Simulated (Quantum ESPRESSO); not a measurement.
# Moments of Fe5Ni3 from a parallel start

Aim: the moments that Fe5Ni3 holds when they start parallel.

Main program and level: Quantum ESPRESSO 7.5; PBE; plane waves with GBRV 1.5 PBE potentials, no spin-orbit coupling.

## (1) The starting structure

It takes space group Pmmm (No. 47, orthorhombic). Conventional cell: a = 3.571 Å, b = 3.571 Å, c = 7.143 Å, α = 90.00°, β = 90.00°, γ = 90.00°. Nearest to Ni lie 10 Fe at 2.53 Å and 2 Ni at 2.53 Å. Nearest to Fe lie 6 Ni at 2.53 Å and 6 Fe at 2.53 Å. Nearest to Fe lie 4 Fe at 2.53 Å and 8 Ni at 2.53 Å. Ni has 8 Fe at 2.53 Å and 4 Ni at 2.53 Å nearest. Fe has 4 Ni at 2.53 Å and 8 Fe at 2.53 Å nearest. Fe has 4 Ni at 2.53 Å and 8 Fe at 2.53 Å nearest. Farther neighbours are not listed.

The cell was typed by rule, not taken from a database of measured structures.

## (2) Start 1: ferro ++++++++

The signs are those of the starting moments on the seeded atoms, the atoms that are given a moment.

pw.in reads:

```
&CONTROL
  calculation = 'scf'
  prefix = 'pwscf'
  outdir = './tmp'
  pseudo_dir = './pseudo'
  disk_io = 'nowf'
/
&SYSTEM
  ibrav = 0
  celldm(1) = 8
  nat = 8
  ntyp = 2
  ecutwfc = 40
  ecutrho = 280
  nbnd = 89
  occupations = 'smearing'
  smearing = 'fd'
  degauss = 0.00367493
  nspin = 2
  starting_magnetization(1) = 0.0389
  starting_magnetization(2) = 0.1562
/
&ELECTRONS
  conv_thr = 1.6d-08
  electron_maxstep = 150
  mixing_beta = 0.3
/
ATOMIC_SPECIES
Ni     58.6934 ni_pbe_v1.4.uspp.F.UPF
Fe     55.8450 fe_pbe_v1.5.uspp.F.UPF
CELL_PARAMETERS alat
   0.8436446067626    0.0000000000000    0.0000000000000
   0.0000000000000    0.8436446067626    0.0000000000000
   0.0000000000000    0.0000000000000    1.6872892135252
ATOMIC_POSITIONS crystal
Ni      0.0000000000    0.0000000000    0.0000000000
Fe      0.5000000000    0.5000000000    0.0000000000
Fe      0.5000000000    0.0000000000    0.2500000000
Ni      0.0000000000    0.5000000000    0.2500000000
Ni      0.0000000000    0.0000000000    0.5000000000
Fe      0.5000000000    0.5000000000    0.5000000000
Fe      0.5000000000    0.0000000000    0.7500000000
Fe      0.0000000000    0.5000000000    0.7500000000
K_POINTS automatic
9 9 5 0 0 0
```

Launch:

```
$ OMP_NUM_THREADS=1 mpirun -n 4 pw.x -nk 4 -in pw.in > pw.out
```

The log of the run:

```text
Program PWSCF v.7.5 starts

     Message from routine setup:
     using ibrav=0 with symmetry is DISCOURAGED, use correct ibrav instead

     K-points division:     npool     =       4
     Subspace diagonalization in iterative solution of the eigenvalue problem:

     G-vector sticks info
     --------------------
     sticks:   dense  smooth     PW     G-vecs:    dense   smooth      PW
     Sum        1005     577    177                48571    20959    3493

     Using Slab Decomposition

     bravais-lattice index     =            0
     lattice parameter (alat)  =       8.0000  a.u.
     unit-cell volume          =     614.8633 (a.u.)^3
     number of atoms/cell      =            8
     number of atomic types    =            2
     number of electrons       =       134.00
     number of Kohn-Sham states=           89
     kinetic-energy cutoff     =      40.0000  Ry
     charge density cutoff     =     280.0000  Ry
     scf convergence threshold =      1.6E-08
     mixing beta               =       0.3000
     number of iterations used =            8  plain     mixing
     Exchange-correlation=  SLA  PW   PBX  PBC
                           (   1   4   3   4   0   0   0)

     celldm(1)=   8.000000  celldm(2)=   0.000000  celldm(3)=   0.000000
     celldm(4)=   0.000000  celldm(5)=   0.000000  celldm(6)=   0.000000

     crystal axes: (cart. coord. in units of alat)
               a(1) = (   0.843645   0.000000   0.000000 )
               a(2) = (   0.000000   0.843645   0.000000 )
               a(3) = (   0.000000   0.000000   1.687289 )

     reciprocal axes: (cart. coord. in units 2 pi/alat)
               b(1) = (  1.185333  0.000000  0.000000 )
               b(2) = (  0.000000  1.185333  0.000000 )
               b(3) = (  0.000000  0.000000  0.592667 )

     PseudoPot. # 1 for Ni read from file:
     ni_pbe_v1.4.uspp.F.UPF
     Pseudo is Ultrasoft + core correction, Zval = 18.0
     Generated by new atomic code, or converted to UPF format
     Using radial grid of  865 points,  6 beta functions with:
                l(1) =   0
                l(2) =   0
                l(3) =   1
                l(4) =   1
                l(5) =   2
                l(6) =   2
     Q(r) pseudized with 10 coefficients,  rinner =    0.980   0.980   0.980
                                                       0.980   0.980

     PseudoPot. # 2 for Fe read from file:
     fe_pbe_v1.5.uspp.F.UPF
     Pseudo is Ultrasoft + core correction, Zval = 16.0
     Generated by new atomic code, or converted to UPF format
     Using radial grid of  861 points,  6 beta functions with:
                l(1) =   0
                l(2) =   0
                l(3) =   1
                l(4) =   1
                l(5) =   2
                l(6) =   2
     Q(r) pseudized with  8 coefficients,  rinner =    1.000   1.000   1.000
                                                       1.000   1.000

     atomic species   valence    mass     pseudopotential
     Ni               18.00    58.69340     Ni( 1.00)
     Fe               16.00    55.84500     Fe( 1.00)

     Starting magnetic structure
     atomic species   magnetization
     Ni              0.039
     Fe              0.156

      8 Sym. Ops., with inversion, found ( 4 have fractional translation)

   Cartesian axes

     site n.     atom                  positions (alat units)
         1        Ni     tau(   1) = (   0.0000000   0.0000000   0.0000000  )
         2        Fe     tau(   2) = (   0.4218223   0.4218223   0.0000000  )
         3        Fe     tau(   3) = (   0.4218223   0.0000000   0.4218223  )
         4        Ni     tau(   4) = (   0.0000000   0.4218223   0.4218223  )
         5        Ni     tau(   5) = (   0.0000000   0.0000000   0.8436446  )
         6        Fe     tau(   6) = (   0.4218223   0.4218223   0.8436446  )
         7        Fe     tau(   7) = (   0.4218223   0.0000000   1.2654669  )
         8        Fe     tau(   8) = (   0.0000000   0.4218223   1.2654669  )

     number of k points=    75  Fermi-Dirac smearing, width (Ry)=  0.0037
                       cart. coord. in units 2pi/alat
        k(    1) = (   0.0000000   0.0000000   0.0000000), wk =   0.0024691
        k(    2) = (   0.0000000   0.0000000   0.1185333), wk =   0.0049383
        k(    3) = (   0.0000000   0.0000000   0.2370666), wk =   0.0049383
        k(    4) = (   0.0000000   0.1317037   0.0000000), wk =   0.0049383
        k(    5) = (   0.0000000   0.1317037   0.1185333), wk =   0.0098765
        [... 70 further k-points ...]

     Dense  grid:    48571 G-vectors     FFT dimensions: (  36,  36,  72)

     Smooth grid:    20959 G-vectors     FFT dimensions: (  27,  27,  60)

     Check: negative core charge=   -0.000053
     Generating pointlists ...
     new r_m :   0.2461 (alat units)  1.9686 (a.u.) for type    1
     new r_m :   0.2461 (alat units)  1.9686 (a.u.) for type    2

     Initial potential from superposition of free atoms

     starting charge     123.0000, renormalised to     134.0000
     Starting wfcs are  104 randomized atomic wfcs

     Self-consistent Calculation

     iteration #  1     ecut=    40.00 Ry     beta= 0.30
     Davidson diagonalization with overlap
     ethr =  1.00E-02,  avg # of iterations =  3.0

     total energy              =   -2243.71203030 Ry
     estimated scf accuracy    <     130.51867985 Ry

     total magnetization       =     4.32 Bohr mag/cell
     absolute magnetization    =     4.76 Bohr mag/cell

     iteration #  2     ecut=    40.00 Ry     beta= 0.30
     Davidson diagonalization with overlap
     ethr =  1.00E-02,  avg # of iterations =  3.0

     total energy              =   -2271.28663925 Ry
     estimated scf accuracy    <     127.07549970 Ry

     total magnetization       =     1.51 Bohr mag/cell
     absolute magnetization    =     1.91 Bohr mag/cell

     iteration #  3     ecut=    40.00 Ry     beta= 0.30
     Davidson diagonalization with overlap
     ethr =  1.00E-02,  avg # of iterations =  3.2

     total energy              =   -2274.78365789 Ry
     estimated scf accuracy    <     141.43293987 Ry

     total magnetization       =     0.48 Bohr mag/cell
     absolute magnetization    =     0.93 Bohr mag/cell

     [... further iterations left out ...]

     iteration # 29     ecut=    40.00 Ry     beta= 0.30
     Davidson diagonalization with overlap
     ethr =  2.81E-10,  avg # of iterations =  1.1

     total energy              =   -2281.57609511 Ry
     estimated scf accuracy    <       0.00000007 Ry

     total magnetization       =    14.93 Bohr mag/cell
     absolute magnetization    =    16.10 Bohr mag/cell

     iteration # 30     ecut=    40.00 Ry     beta= 0.30
     Davidson diagonalization with overlap
     ethr =  5.00E-11,  avg # of iterations =  1.9

     total energy              =   -2281.57609512 Ry
     estimated scf accuracy    <       0.00000010 Ry

     total magnetization       =    14.93 Bohr mag/cell
     absolute magnetization    =    16.10 Bohr mag/cell

     iteration # 31     ecut=    40.00 Ry     beta= 0.30
     Davidson diagonalization with overlap
     ethr =  5.00E-11,  avg # of iterations =  1.2

     total energy              =   -2281.57609512 Ry
     estimated scf accuracy    <       0.00000002 Ry

     total magnetization       =    14.93 Bohr mag/cell
     absolute magnetization    =    16.10 Bohr mag/cell

     iteration # 32     ecut=    40.00 Ry     beta= 0.30
     Davidson diagonalization with overlap
     ethr =  1.30E-11,  avg # of iterations =  1.0

     Magnetic moment per site  (integrated on atomic sphere of radius R)
     atom   1 (R=0.246)  charge= 16.8222  magn=  0.6933
     atom   2 (R=0.246)  charge= 14.5080  magn=  2.6610
     atom   3 (R=0.246)  charge= 14.4921  magn=  2.6918
     atom   4 (R=0.246)  charge= 16.8038  magn=  0.7344
     atom   5 (R=0.246)  charge= 16.8222  magn=  0.6933
     atom   6 (R=0.246)  charge= 14.5080  magn=  2.6610
     atom   7 (R=0.246)  charge= 14.5301  magn=  2.5985
     atom   8 (R=0.246)  charge= 14.5360  magn=  2.5587

     End of self-consistent calculation

     Number of k-points >= 100: set verbosity='high' to print the bands.

     the Fermi energy is    17.8573 ev

!    total energy              =   -2281.57609512 Ry
     estimated scf accuracy    <          8.7E-09 Ry
     smearing contrib. (-TS)   =      -0.00436521 Ry
     internal energy E=F+TS    =   -2281.57172991 Ry

     The total energy is F=E-TS. E is the sum of the following terms:
     one-electron contribution =   -1166.47321298 Ry
     hartree contribution      =     664.63508567 Ry
     xc contribution           =    -252.92467103 Ry
     ewald contribution        =   -1526.80893157 Ry

     total magnetization       =    14.93 Bohr mag/cell
     absolute magnetization    =    16.10 Bohr mag/cell

     convergence has been achieved in  32 iterations

=------------------------------------------------------------------------------=
   JOB DONE.
=------------------------------------------------------------------------------=
```

Elapsed: 7.5 min, on 4 MPI ranks of Intel Xeon at 2.70GHz, shared host; peak memory 1 GiB.

Spin moment in the atom's sphere by atom:

```
atom  spin moment in the atom's sphere (μB)
 Ni1                                   0.69
 Fe2                                   2.66
 Fe3                                   2.69
 Ni4                                   0.73
 Ni5                                   0.69
 Fe6                                   2.66
 Fe7                                   2.60
 Fe8                                   2.56
```

This step gave:

```
smearing term TS       : 0.05939 eV
magnetization          : 14.93 μB
absolute magnetization : 16.10 μB
final state            : ferromagnetic
```

Spin density in the ac plane at fractional y = 0.000, with atoms of Ni and Fe within 0.2 Å of it.

Values in e/Å³, 24 rows by 14 columns, each cell a mean:
```
1.6 0.8 0.2 0.0 0.0 0.0 0.0 0.0 0.0 0.0 0.0 0.1 0.3 1.0
0.4 0.2 0.1 0.0 0.0 0.0 0.0 0.0 0.0 0.0 0.0 0.0 0.1 0.2
0.0 0.0 0.0 0.0 0.0 0.1 0.1 0.1 0.1 0.0 0.0 0.0 0.0 0.0
0.0 0.0 0.0 0.0 0.1 0.2 0.5 0.6 0.4 0.2 0.1 0.0 0.0 0.0
0.0 0.0 0.0 0.1 0.3 1.0 2.5 3.5 2.1 0.8 0.2 0.0 0.0 0.0
0.0 0.0 0.0 0.1 0.4 1.8 4.5 5.6 3.9 1.4 0.3 0.1 0.0 0.0
0.0 0.0 0.0 0.1 0.3 1.2 3.1 4.3 2.7 1.0 0.2 0.0 0.0 0.0
0.0 0.0 0.0 0.0 0.1 0.4 1.0 1.4 0.9 0.4 0.1 0.0 0.0 0.0
0.0 0.0 0.0 0.0 0.0 0.1 0.2 0.2 0.1 0.1 0.0 0.0 0.0 0.0
0.1 0.1 0.0 0.0 0.0 0.0 0.0 0.0 0.0 0.0 0.0 0.0 0.0 0.1
1.2 0.6 0.2 0.0 0.0 0.0 0.0 0.0 0.0 0.0 0.0 0.0 0.2 0.7
2.4 1.5 0.4 0.1 0.0 0.0 0.0 0.0 0.0 0.0 0.0 0.1 0.6 1.7
1.6 0.9 0.2 0.0 0.0 0.0 0.0 0.0 0.0 0.0 0.0 0.1 0.3 1.0
0.4 0.2 0.1 0.0 0.0 0.0 0.0 0.0 0.0 0.0 0.0 0.0 0.1 0.2
0.0 0.0 0.0 0.0 0.0 0.1 0.1 0.1 0.1 0.0 0.0 0.0 0.0 0.0
0.0 0.0 0.0 0.0 0.1 0.2 0.5 0.7 0.4 0.2 0.1 0.0 0.0 0.0
0.0 0.0 0.0 0.1 0.3 0.9 2.5 3.6 2.1 0.8 0.2 0.0 0.0 0.0
0.0 0.0 0.0 0.1 0.4 1.8 4.6 5.8 4.0 1.4 0.3 0.1 0.0 0.0
0.0 0.0 0.0 0.1 0.3 1.2 3.1 4.4 2.7 0.9 0.2 0.1 0.0 0.0
0.0 0.0 0.0 0.0 0.1 0.4 1.0 1.5 0.9 0.3 0.1 0.0 0.0 0.0
0.0 0.0 0.0 0.0 0.0 0.1 0.2 0.2 0.1 0.1 0.0 0.0 0.0 0.0
0.1 0.1 0.0 0.0 0.0 0.0 0.0 0.0 0.0 0.0 0.0 0.0 0.0 0.1
1.1 0.6 0.2 0.0 0.0 0.0 0.0 0.0 0.0 0.0 0.0 0.0 0.2 0.7
2.4 1.5 0.4 0.0 0.0 0.0 0.0 0.0 0.0 0.0 0.0 0.1 0.6 1.7
```
Columns run along a (3.6 Å), rows up along c (7.1 Å). Atoms in or near the plane, at fractional coordinates: Ni at (0.00, 0.00), Fe at (0.50, 0.25), Ni at (0.00, 0.50), Fe at (0.50, 0.75).

Valence density in the ac plane at fractional y = 0.000, with atoms of Ni and Fe within 0.2 Å of it. It is the smooth field of the valence electrons, not physical close to the nuclei.

Values in e/Å³, 24 rows by 14 columns, each cell a mean:
```
31 19  5  1  0  0  0  0  0  0  0  1  7 22
 8  5  2  1  0  0  0  0  0  0  0  1  2  5
 1  1  0  0  0  0  0  1  0  0  0  0  0  1
 0  0  0  0  0  1  2  3  2  1  0  0  0  0
 0  0  0  0  1  5 13 17 12  4  1  0  0  0
 0  0  0  0  2  9 22 20 19  7  1  0  0  0
 0  0  0  0  1  6 17 21 15  5  1  0  0  0
 0  0  0  0  1  2  5  7  4  2  1  0  0  0
 1  1  0  0  0  0  1  1  1  0  0  0  0  1
 3  2  1  0  0  0  0  0  0  0  0  0  1  2
24 14  4  1  0  0  0  0  0  0  0  1  5 17
37 27  8  1  0  0  0  0  0  0  0  2 10 32
31 19  5  1  0  0  0  0  0  0  0  1  7 22
 8  5  2  1  0  0  0  0  0  0  0  1  2  5
 1  1  0  0  0  0  0  1  0  0  0  0  0  1
 0  0  0  0  0  1  2  3  2  1  0  0  0  0
 0  0  0  0  1  5 13 17 12  4  1  0  0  0
 0  0  0  0  2  9 22 20 19  7  1  0  0  0
 0  0  0  0  1  6 17 21 15  5  1  0  0  0
 0  0  0  0  1  2  5  7  4  2  1  0  0  0
 1  0  0  0  0  0  1  1  1  0  0  0  0  1
 3  2  1  0  0  0  0  0  0  0  0  0  1  2
24 14  4  1  0  0  0  0  0  0  0  1  5 17
37 27  8  1  0  0  0  0  0  0  0  2 10 32
```
Columns run along a (3.6 Å), rows up along c (7.1 Å). Atoms in or near the plane, at fractional coordinates: Ni at (0.00, 0.00), Fe at (0.50, 0.25), Ni at (0.00, 0.50), Fe at (0.50, 0.75).

## (3) Start 2: no spin polarisation

pw.in, as its differences from that of step 2:

```diff
@@ -14,3 +14,3 @@
   ecutrho = 280
-  nbnd = 89
+  nbnd = 82
   occupations = 'smearing'
@@ -18,5 +18,2 @@
   degauss = 0.00367493
-  nspin = 2
-  starting_magnetization(1) = 0.0389
-  starting_magnetization(2) = 0.1562
 /
```

The log of the run:

```text
[banner, memory and clock lines left out]
Program PWSCF v.7.5 starts

     Message from routine setup:
     using ibrav=0 with symmetry is DISCOURAGED, use correct ibrav instead

     bravais-lattice index     =            0
     lattice parameter (alat)  =       8.0000  a.u.
     unit-cell volume          =     614.8633 (a.u.)^3
     number of atoms/cell      =            8
     number of atomic types    =            2
     number of electrons       =       134.00
     number of Kohn-Sham states=           82
     kinetic-energy cutoff     =      40.0000  Ry
     charge density cutoff     =     280.0000  Ry
     scf convergence threshold =      1.6E-08
     mixing beta               =       0.3000
     number of iterations used =            8  plain     mixing
     Exchange-correlation=  SLA  PW   PBX  PBC
                           (   1   4   3   4   0   0   0)

     celldm(1)=   8.000000  celldm(2)=   0.000000  celldm(3)=   0.000000
     celldm(4)=   0.000000  celldm(5)=   0.000000  celldm(6)=   0.000000

     crystal axes: (cart. coord. in units of alat)
               a(1) = (   0.843645   0.000000   0.000000 )
               a(2) = (   0.000000   0.843645   0.000000 )
               a(3) = (   0.000000   0.000000   1.687289 )

     reciprocal axes: (cart. coord. in units 2 pi/alat)
               b(1) = (  1.185333  0.000000  0.000000 )
               b(2) = (  0.000000  1.185333  0.000000 )
               b(3) = (  0.000000  0.000000  0.592667 )

     PseudoPot. # 1 for Ni read from file:
     ni_pbe_v1.4.uspp.F.UPF
     Pseudo is Ultrasoft + core correction, Zval = 18.0

     PseudoPot. # 2 for Fe read from file:
     fe_pbe_v1.5.uspp.F.UPF
     Pseudo is Ultrasoft + core correction, Zval = 16.0

     atomic species   valence    mass     pseudopotential
     Ni               18.00    58.69340     Ni( 1.00)
     Fe               16.00    55.84500     Fe( 1.00)

      8 Sym. Ops., with inversion, found ( 4 have fractional translation)

   Cartesian axes

     site n.     atom                  positions (alat units)
         1        Ni     tau(   1) = (   0.0000000   0.0000000   0.0000000  )
         2        Fe     tau(   2) = (   0.4218223   0.4218223   0.0000000  )
         3        Fe     tau(   3) = (   0.4218223   0.0000000   0.4218223  )
         4        Ni     tau(   4) = (   0.0000000   0.4218223   0.4218223  )
         5        Ni     tau(   5) = (   0.0000000   0.0000000   0.8436446  )
         6        Fe     tau(   6) = (   0.4218223   0.4218223   0.8436446  )
         7        Fe     tau(   7) = (   0.4218223   0.0000000   1.2654669  )
         8        Fe     tau(   8) = (   0.0000000   0.4218223   1.2654669  )

     number of k points=    75  Fermi-Dirac smearing, width (Ry)=  0.0037
                       cart. coord. in units 2pi/alat
        k(    1) = (   0.0000000   0.0000000   0.0000000), wk =   0.0049383
        k(    2) = (   0.0000000   0.0000000   0.1185333), wk =   0.0098765
        k(    3) = (   0.0000000   0.0000000   0.2370666), wk =   0.0098765
        k(    4) = (   0.0000000   0.1317037   0.0000000), wk =   0.0098765
        k(    5) = (   0.0000000   0.1317037   0.1185333), wk =   0.0197531
        [... 70 further k-points ...]

     Dense  grid:    48571 G-vectors     FFT dimensions: (  36,  36,  72)

     Smooth grid:    20959 G-vectors     FFT dimensions: (  27,  27,  60)

     Check: negative core charge=   -0.000053

     Initial potential from superposition of free atoms

     starting charge     123.0000, renormalised to     134.0000
     Starting wfcs are  104 randomized atomic wfcs

     Self-consistent Calculation

     iteration #  1     ecut=    40.00 Ry     beta= 0.30
     Davidson diagonalization with overlap
     ethr =  1.00E-02,  avg # of iterations =  3.0

     total energy              =   -2242.63298799 Ry
     estimated scf accuracy    <     132.69062447 Ry

     iteration #  2     ecut=    40.00 Ry     beta= 0.30
     Davidson diagonalization with overlap
     ethr =  1.00E-02,  avg # of iterations =  3.2

     total energy              =   -2270.92190188 Ry
     estimated scf accuracy    <     135.64834359 Ry

     [... further iterations left out ...]

     iteration # 23     ecut=    40.00 Ry     beta= 0.30
     Davidson diagonalization with overlap
     ethr =  5.46E-10,  avg # of iterations =  1.3

     total energy              =   -2281.40795441 Ry
     estimated scf accuracy    <       0.00000025 Ry

     iteration # 24     ecut=    40.00 Ry     beta= 0.30
     Davidson diagonalization with overlap
     ethr =  1.88E-10,  avg # of iterations =  1.0

     End of self-consistent calculation

     [... lines left out ...]
     the Fermi energy is    17.6814 ev

!    total energy              =   -2281.40795443 Ry
     estimated scf accuracy    <       0.00000001 Ry
     smearing contrib. (-TS)   =      -0.01083407 Ry
     internal energy E=F+TS    =   -2281.39712036 Ry

     The total energy is F=E-TS. E is the sum of the following terms:
     one-electron contribution =   -1165.34146096 Ry
     hartree contribution      =     662.60863382 Ry
     xc contribution           =    -251.85536165 Ry
     ewald contribution        =   -1526.80893157 Ry

     convergence has been achieved in  24 iterations
```

Run time: 2.6 min. Hardware: 4 MPI ranks; peak memory 0.7 GiB.

Numbers from this step:

```
smearing term TS : 0.1474 eV
final state      : non-magnetic (no spin polarisation)
```

## (4) Ranking

An order is kept where moments of 0.15 μB or more survive with the typed signs; meshes match where a doubled cell samples the same k points as the first cell.

Orders:

```
               start    final state  typed order kept  energy over the lowest (meV a seeded atom)  largest site moment (μB)  net moment (μB a cell of the first run)  mesh matched  CPU time (s)
      ferro ++++++++  ferromagnetic               yes                                           0                     2.692                                    14.93           yes          1796
no spin polarisation   non-magnetic                 -                                         286                         0                                        0           yes         622.1
```

## (5) What came out

```yaml
state_found: ferromagnetic (from ferro ++++++++)
largest_site_moment: 2.69 μB
state_without_moments: 286 meV a seeded atom higher
```

No opposed start was run, so this says nothing of the order that the crystal takes. The cell was built by rule and the atoms were not relaxed, which can move these energies.

[Logs and program files are shortened in this print: banners, set-up blocks, solver, clock and traceback lines can be left out without a mark of their own.]

[Logs are printed without paths, hosts, clocks, repeated set-up lines and the standing remarks that a program may print on its own settings, such as how far it seeks lower states.]

[Hosts, paths, dates, database ids (printed as entryN), source tags and the programs' standing remarks are cut or masked in the printed files.]

[Where a cell is said to come from a database of computed structures, the database is the Materials Project.]
